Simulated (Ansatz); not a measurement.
## Relaxing a frame of liquid hydrogen fluoride from 273 K (116 atoms)

How does a frame of liquid hydrogen fluoride from 273 K (116 atoms) relax, and what do bonds, charges and levels look like afterwards?

Method: Kohn-Sham DFT, revPBE, PAW (set soft_2), plane waves, in Ansatz 0.2.0.

### 1. The structure

The cell holds 116 atoms: 58 F and 58 H. Cell: a = 12.435 Å, b = 12.435 Å, c = 12.435 Å, α = 90.0°, β = 90.0°, γ = 90.0°. 58 hydrogen fluoride placed at random, at 1 g/cm³; overlaps pushed apart, then 10 ps at 373 K with a harmonic two-site HF with charges of 0.5 e and a 12-6 site on F. Snapshot after 20 ps at 273 K and fixed volume. The starting density is a measured one.

Limits known from the start: The network of bonds at the start is that of the classical potential that made the cell. Sampling is at Γ alone, for a cell whose shortest periodic width is 12 Å.

### 2. Single point at the start

A single point comes first, to see the forces before anything moves.

File input.yaml:

```yaml
crystal:
  lattice:
    - [12.43539, 0.0, 0.0]
    - [0.0, 12.43539, 0.0]
    - [0.0, 0.0, 12.43539]
  atoms:
    - { symbol: F, position: [0.80339, 0.85014, 0.89698] }
    - { symbol: H, position: [0.77376, 0.78042, 0.91503] }
    - { symbol: F, position: [0.61116, 0.14533, 0.91118] }
    - { symbol: H, position: [0.62759, 0.08041, 0.9461] }
    - { symbol: F, position: [0.90227, 0.24714, 0.30033] }
    - { symbol: H, position: [0.84509, 0.25867, 0.348] }
    - { symbol: F, position: [0.2448, 0.06647, 0.41149] }
    - { symbol: H, position: [0.23309, 0.12996, 0.36763] }
    - { symbol: F, position: [0.82888, 0.51261, 0.2029] }
    - { symbol: H, position: [0.7518, 0.52224, 0.21655] }
    - { symbol: F, position: [0.95578, 0.95448, 0.91422] }
    - { symbol: H, position: [0.89075, 0.92273, 0.88606] }
    - { symbol: F, position: [0.8329, 0.77746, 0.32349] }
    - { symbol: H, position: [0.87075, 0.84377, 0.32988] }
    - { symbol: F, position: [0.07046, 0.23319, 0.99689] }
    - { symbol: H, position: [0.02661, 0.19855, 0.05323] }
    - { symbol: F, position: [0.34047, 0.99348, 0.07483] }
    - { symbol: H, position: [0.37343, 0.92913, 0.04435] }
    - { symbol: F, position: [0.65253, 0.99334, 0.01779] }
    - { symbol: H, position: [0.66868, 0.95499, 0.08294] }
    - { symbol: F, position: [0.09216, 0.17487, 0.53323] }
    - { symbol: H, position: [0.0472, 0.19323, 0.5938] }
    - { symbol: F, position: [0.76325, 0.23078, 0.43525] }
    - { symbol: H, position: [0.75372, 0.18858, 0.49785] }
    - { symbol: F, position: [0.00851, 0.48175, 0.21829] }
    - { symbol: H, position: [0.93142, 0.49471, 0.20624] }
    - { symbol: F, position: [0.15556, 0.70252, 0.581] }
    - { symbol: H, position: [0.12492, 0.72441, 0.51378] }
    - { symbol: F, position: [0.32962, 0.54644, 0.45624] }
    - { symbol: H, position: [0.31869, 0.55892, 0.37765] }
    - { symbol: F, position: [0.30802, 0.9043, 0.38428] }
    - { symbol: H, position: [0.28098, 0.97382, 0.40367] }
    - { symbol: F, position: [0.24457, 0.29489, 0.69869] }
    - { symbol: H, position: [0.19425, 0.29026, 0.75825] }
    - { symbol: F, position: [0.41323, 0.75872, 0.3432] }
    - { symbol: H, position: [0.35723, 0.80847, 0.3627] }
    - { symbol: F, position: [0.58045, 0.29527, 0.25478] }
    - { symbol: H, position: [0.54341, 0.30283, 0.3228] }
    - { symbol: F, position: [0.15052, 0.39891, 0.29517] }
    - { symbol: H, position: [0.0965, 0.44289, 0.27181] }
    - { symbol: F, position: [0.79138, 0.65264, 0.45722] }
    - { symbol: H, position: [0.81659, 0.71, 0.40823] }
    - { symbol: F, position: [0.00582, 0.19333, 0.68813] }
    - { symbol: H, position: [0.95562, 0.21984, 0.73922] }
    - { symbol: F, position: [0.88575, 0.25531, 0.81917] }
    - { symbol: H, position: [0.84616, 0.25314, 0.884] }
    - { symbol: F, position: [0.29706, 0.15767, 0.13894] }
    - { symbol: H, position: [0.30541, 0.07595, 0.1283] }
    - { symbol: F, position: [0.28463, 0.58854, 0.27857] }
    - { symbol: H, position: [0.26249, 0.6228, 0.21213] }
    - { symbol: F, position: [0.38418, 0.84305, 0.81016] }
    - { symbol: H, position: [0.31141, 0.82159, 0.78424] }
    - { symbol: F, position: [0.48699, 0.35448, 0.4031] }
    - { symbol: H, position: [0.46288, 0.34765, 0.47445] }
    - { symbol: F, position: [0.79249, 0.26096, 0.97108] }
    - { symbol: H, position: [0.75159, 0.28203, 0.03642] }
    - { symbol: F, position: [0.55518, 0.72221, 0.23379] }
    - { symbol: H, position: [0.49207, 0.72191, 0.28075] }
    - { symbol: F, position: [0.0945, 0.85957, 0.25006] }
    - { symbol: H, position: [0.07387, 0.88065, 0.1781] }
    - { symbol: F, position: [0.69975, 0.67649, 0.62324] }
    - { symbol: H, position: [0.7456, 0.66359, 0.56288] }
    - { symbol: F, position: [0.7554, 0.14228, 0.60841] }
    - { symbol: H, position: [0.71204, 0.10462, 0.65848] }
    - { symbol: F, position: [0.64499, 0.88393, 0.16139] }
    - { symbol: H, position: [0.61177, 0.82266, 0.19074] }
    - { symbol: F, position: [0.54154, 0.71267, 0.94082] }
    - { symbol: H, position: [0.56958, 0.66828, 0.88741] }
    - { symbol: F, position: [0.01415, 0.06199, 0.40238] }
    - { symbol: H, position: [0.04002, 0.10544, 0.46181] }
    - { symbol: F, position: [0.68032, 0.01187, 0.70275] }
    - { symbol: H, position: [0.64363, 0.94999, 0.72023] }
    - { symbol: F, position: [0.58908, 0.63236, 0.77209] }
    - { symbol: H, position: [0.62414, 0.66268, 0.71034] }
    - { symbol: F, position: [0.95042, 0.20482, 0.13042] }
    - { symbol: H, position: [0.93423, 0.2088, 0.20704] }
    - { symbol: F, position: [0.91613, 0.94308, 0.3107] }
    - { symbol: H, position: [0.96243, 0.99897, 0.33837] }
    [... 32 atom lines left out ...]
    - { symbol: F, position: [0.38804, 0.54779, 0.62584] }
    - { symbol: H, position: [0.34921, 0.54355, 0.56047] }
    - { symbol: F, position: [0.37136, 0.30992, 0.55943] }
    - { symbol: H, position: [0.32038, 0.30591, 0.61659] }
    - { symbol: F, position: [0.15708, 0.28928, 0.85102] }
    - { symbol: H, position: [0.12177, 0.27195, 0.91908] }
kpoints:
  mp_grid: { grid: [1, 1, 1] }
hamiltonian:
  xc: revpbe
scf:
  occupations: { method: gaussian, width: 0.05 }
output:
  forces: true
  stress: true
  populations: true
  dos:
    method: { smearing: { sigma: 0.15 } }
    de: 0.1
    projected: { site_lists: { F: [F], H: [H] } }
  eigenvalues: true
```

Launch:

```
$ ansatz run input.yaml --threads 4 --pin off --max-ram 8192MiB --backend cpu --events-out ev --progress --plain --runs-dir out
```

Numbers of over 12 decimals in the logs are rounded to 6 here.

Log:

```text
Engine: ansatz 0.2.0, x86_64-unknown-linux-gnu
Pseudopotentials: kind: paw
Pseudopotential: F, paw, valence charge 7, recommended cutoff 420 eV (normal), F.paw.azcp
Pseudopotential: H, paw, valence charge 1, recommended cutoff 420 eV (normal), H.paw.azcp
[... 5 lines on functional and potentials left out ...]
Crystal: 116 atoms, lattice volume = 1922.995 Å³
Basis set: ecut = 420 eV, 37529 PW (Γ), exchange–correlation on 180×180×180 points (8 copies of the dense FFT grid, shifted against one another)
Bands: 348, of which v1, the nominal top of the filled ones, is band 232 counted from 1 (231 counted from 0)
Symmetry: 1 space group operations
Space group: P1 (ITA 1), of the structure as read, at distance tolerance 1.2e-4 Å
k-points: 1
[... 6 lines on functional and potentials left out ...]
Initial density: superposition of atomic densities (neutral atoms: chi_scale 0, normalization atom), corrected by the library's trained network
Initial wavefunctions: pseudopotential atomic-orbital guess
Functional: x = revpbe(κ = 1.245, μ = 0.219515), c = pbe(β = 0.066725)
SCF iter   1: F=—  HF=-47908.716996 eV  |F-HF|=—  |Δ(HF+E_count)|=         —  Δρ=5.19e-3  dr2=4.85e-1  ethr=1.77e-3  ⟨swp⟩=6.0  Hψ=1463  notcnv=0  defer=54
preconditioner: auto → Resta (q_TF=auto, 2.153 Å⁻¹)  ε∞=1.8  [insulator: Δε(μ)=7.630 eV  Ē_g=19.950 eV  σ=0.050 eV  W_gap=1.00  n_scr=340 (ndim 8)  ℏωp=18.2 eV  f_vac=0.508  D(μ)=0.00/eV (n_scr^D=0)  ε∞_Penn≈1.8]
SCF iter   2: F=—  HF=-47908.574291 eV  |F-HF|=—  |Δ(HF+E_count)|=   1.43e-1  Δρ=2.47e-3  dr2=9.36e-2  ethr=1.05e-4  ⟨swp⟩=2.0  Hψ=552  notcnv=0  defer=109
SCF iter   3: F=—  HF=-47908.558403 eV  |F-HF|=—  |Δ(HF+E_count)|=   1.59e-2  Δρ=7.37e-4  dr2=1.93e-2  ethr=2.02e-5  ⟨swp⟩=2.0  Hψ=420  notcnv=0  defer=109
SCF iter   4: F=—  HF=-47908.543689 eV  |F-HF|=—  |Δ(HF+E_count)|=   1.47e-2  Δρ=2.59e-4  dr2=1.18e-3  ethr=4.16e-6  ⟨swp⟩=2.0  Hψ=420  notcnv=0  defer=109
SCF iter   5: F=—  HF=-47908.540812 eV  |F-HF|=—  |Δ(HF+E_count)|=   2.88e-3  Δρ=1.43e-4  dr2=2.44e-4  ethr=2.54e-7  ⟨swp⟩=3.0  Hψ=450  notcnv=0  defer=109
SCF iter   6: F=—  HF=-47908.540502 eV  |F-HF|=—  |Δ(HF+E_count)|=   3.10e-4  Δρ=4.02e-5  dr2=2.04e-5  ethr=5.26e-8  ⟨swp⟩=3.0  Hψ=476  notcnv=0  defer=109
SCF iter   7: F=—  HF=-47908.543611 eV  |F-HF|=—  |Δ(HF+E_count)|=   3.11e-3  Δρ=9.94e-6  dr2=1.62e-6  ethr=4.40e-9  ⟨swp⟩=3.0  Hψ=591  notcnv=0  defer=109
SCF iter   8: F=—  HF=-47908.543607 eV  |F-HF|=—  |Δ(HF+E_count)|=   3.94e-6  Δρ=5.07e-6  dr2=3.13e-7  ethr=3.48e-10  ⟨swp⟩=3.0  Hψ=491  notcnv=0  defer=109
SCF iter   9: F=-47908.543606 eV  HF=-47908.543606 eV  |F-HF|=4.00e-8  |Δ(HF+E_count)|=   2.77e-7  Δρ=1.46e-6  dr2=3.45e-8  ethr=2.16e-11  ⟨swp⟩=18.0  Hψ=2644  notcnv=0
SCF 1 converged in 9 iterations: F = -47908.543606 eV  dr2 = 3.45e-8
  greatest PAW one-centre occupation: 0.932 electrons in one spin orbital (limit 2), on the F atom at site 20 (counted from 0), in its partial waves of l = 0
SCF converged after 9 iterations
Free energy (F): -47908.543606 eV
Harris-Foulkes:  -47908.543606 eV  (|F-HF|=4.00e-8)
Internal energy: -47908.543606 eV  (E = F + TS)
E sigma→0 (E₀):  -47908.543606 eV
Fermi energy:    -2.177495 eV
--- Per-component energies (eV) ---
  E_band       = -6076.011221
  E_kinetic    = 12791.234132
  E_local      = -63102.850562  (includes V_loc(G=0)·N_el)
  E_nonlocal   = 4331.406685
  E_hartree    = 25176.412606
  E_xc         = -5142.227692
  E_vxc        = -6570.663483  (∫ρ·V_xc dr)
  E_paw        = -11753.667527  (= ΣΔE_a)
  E_vpaw       = -3878.010289  (= ΣTr[D̂ρ^β])
  E_aug_tail   = 0.060382  (compensation charges beyond the density's cutoff)
  E_ewald      = -10207.945359
  E_core_change = -0.966271  (= ΣΔE_core)
  E_smearing   = -0.000000  (= −TS)
  E_closure    = -0.000000  (closes the sum)
  Σ components = -47908.543606   (vs F -47908.543606, Δ=0.00e0)
--- Forces (eV/Å), atoms counted from 1 ---
  atom   1  F     -1.33410455    -0.66545531    -0.17869042
  atom   2  H      0.50031460     0.10103176    -0.16776064
  atom   3  F     -0.53181884     0.05764554    -1.30216623
  atom   4  H      0.29335058    -0.86434822     1.11612748
  atom   5  F      1.16284074     0.53177479     0.25089013
  atom   6  H     -1.06061719    -0.40938291     0.91645437
  atom   7  F     -0.37968428     0.70605204     1.22079028
  atom   8  H      0.00909127     0.42998662    -0.08104961
  atom   9  F      0.22403804     0.44340610    -0.41098664
  atom  10  H      0.06698486    -0.04736645     0.01613804
  atom  11  F      0.77276194     0.88797938    -0.43281011
  atom  12  H      0.45807686    -0.28064408     0.63364309
  atom  13  F     -0.63901050    -1.11693868    -0.41338596
  atom  14  H      0.50265393     0.91212083     0.07097837
[...]
atom 115  F     -0.11203042     0.77925058     0.71902014
  atom 116  H     -0.10492785    -0.30115768    -0.26812315
  max |Σ_I F_I| component: 4.52e-5 eV/Å
--- Stress (GPa, compression-positive) ---
        4.059809      -0.225063      -1.208538
       -0.225064       3.931721       0.015819
       -1.208538       0.015819       5.304824
  P = ⅓ Tr σ = 4.4321 GPa (44.321 kbar)
--- Band table (eV) ---
  k-point 0: bands = ["-28.5264", "-28.4710", "-28.4065", "-28.3373", [... 332 levels ...], "9.2152", "9.2798", "9.3033", "9.3452", "9.3854", "9.4231", "9.4705", "9.5016", "9.5419", "9.5559", "9.5785", "9.6191"]
--- Löwdin populations: 116 sites ---
  site symbol       q [e]
     0      F      7.4288
     1      H      0.4940
     2      F      7.4237
[...]
115      H      0.5050
  spilling = 0.006857 (of n_electrons = 464.000000)
```

Elapsed: 11 s, on 4 threads of Intel Xeon 6975P-C (Granite Rapids), shared host; peak memory 2.3 GiB; 38 s of CPU time.

Numbers from this run:

```yaml
free_energy: -47908.5436 eV
free_energy_per_atom: -413.0047 eV/atom
scf_cycles: 9
pressure: 4.432 GPa
r_m_s_force_component: 0.7018 eV/Å
longest_force: 3.777 eV/Å
fermi_energy: -2.177 eV
spacing_of_highest_filled_and_lowest_empty_level: 7.27 eV
spilling_of_the_projection: 0.006857
```

The r.m.s. force component of 0.70 eV/Å and the pressure of 4.4 GPa set the starting point.

Length of the force by element:

| element | coordination | atoms | mean length of the force (eV/Å) | spread | least | most |
| --- | --- | --- | --- | --- | --- | --- |
| F | all | 58 | 1.26 | 0.585 | 0.224 | 3.78 |
| H | all | 58 | 0.855 | 0.553 | 0.0836 | 2.86 |

(Continued in part 2 of 3.)

[Logs are printed without paths, hosts, clocks, repeated set-up lines and the standing remarks that a program may print on its own settings, such as how far it seeks lower states.]

[Hosts, paths, dates, database ids (printed as entryN), source tags and the programs' standing remarks are cut or masked in the printed files.]
